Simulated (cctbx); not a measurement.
## Diagnosing a refinement

Cell a = 6.8620 Å, b = 6.8620 Å, c = 13.3710 Å, α = 90.00°, β = 90.00°, γ = 90.00°; space group P4_2/mnm (no. 136). The compound is Cu2PdI6.

Simulated single-crystal data (cctbx): Cu Kα, λ = 1.54184 Å, to d = 0.83 Å, 50 % of the full sphere, strongest reflection 20000 counts, noise from counting, a 3 % proportional error and a noise floor of 8 counts (s.d.); no absorption, and some extinction, which the refinements don't model.

An isotropic refinement with weights 1/σ² prints:

```text
Rint 0.034, 337 unique reflections to 0.83 A
cycle     R1     wR2    GooF  max shift (A)
   1  0.8282  0.9724  32.847   0.73282
  10  0.4132  0.7299  24.658   0.12634
final R1 0.4117 wR2 0.7284 GooF 24.606  parameters 8  data/parameter 42.1
atom        x        y        z      Ueq    occ   su(xyz)  su(Uiso or U11)
I1     0.80996  0.19004  0.34340   0.0001  1.000  0.00110  0.0047
I2     0.29026  0.29026  0.50000   0.0012  1.000  0.00160  0.0051
Pd1    0.00000  0.00000  0.00000   0.7367  1.000  0.00000  0.6949
Cu1    0.50000  0.50000  0.30465   0.7285  1.000  0.09469  0.7979
difference map: max 201.68 min -19.25 rms 8.14
Q1    0.0000  0.0000  0.5000    2  201.68  2.79 A from I1
Q2    0.0000  0.0000  0.1649    4  104.52  0.41 A from Cu1
Q3    0.1897  0.8103  0.3363    8   96.80  0.09 A from I1
Q4    0.1951  0.8049  0.0000    4   96.09  0.14 A from I2
Q5    0.0007  0.3799  0.5000    8   26.06  2.08 A from I2
Q6    0.9991  0.2221  0.0000    8   18.11  1.44 A from I2
```

Q: Accept it or mend it, and why?

Mend it. The fault: start far from the minimum. Against the right model at the same level, R1 goes from 0.0194 to 0.4117 and GooF from 1.29 to 24.61, Cu1 takes U = 0.73 Å² and the top difference peak, 201.7 e/Å³, lies 2.79 Å from I1. Least squares finds the nearest minimum, not the best. The fit had not settled when the cycles ran out.

The compound is Cu2PdI6. The right model at the same level gives:

```text
Rint 0.034, 337 unique reflections to 0.83 A
cycle     R1     wR2    GooF  max shift (A)
   1  0.0894  0.1967   6.645   0.06475
   2  0.0194  0.0381   1.287   0.00000
final R1 0.0194 wR2 0.0381 GooF 1.287  parameters 8  data/parameter 42.1
atom        x        y        z      Ueq    occ   su(xyz)  su(Uiso or U11)
I1     0.68847  0.31153  0.34177   0.0111  1.000  0.00004  0.0001
I2     0.20405  0.20405  0.50000   0.0137  1.000  0.00006  0.0002
Pd1    0.00000  0.00000  0.00000   0.0117  1.000  0.00000  0.0002
Cu1    0.50000  0.50000  0.16344   0.0129  1.000  0.00010  0.0003
difference map: max 1.14 min -1.80 rms 0.24
Q1    0.0501  0.9499  0.0000    4    1.18  0.49 A from Pd1
Q2    0.0000  0.0000  0.1683    4    0.91  1.83 A from I1
Q3    0.1047  0.1047  0.3839    8    0.72  1.20 A from Cu1
Q4    0.2534  0.2534  0.4736    8    0.68  0.59 A from I2
Q5    0.0738  0.4433  0.2458   16    0.64  2.25 A from I1
Q6    0.1380  0.7639  0.0865   16    0.64  1.64 A from I2
```

The model is made up (kin elements in a known structure type, no relaxation), so it says nothing on whether the phase exists.

[Middle refinement cycles are left out of these outputs.]

[Logs are printed without paths, hosts, clocks, repeated set-up lines and the standing remarks that a program may print on its own settings, such as how far it seeks lower states.]
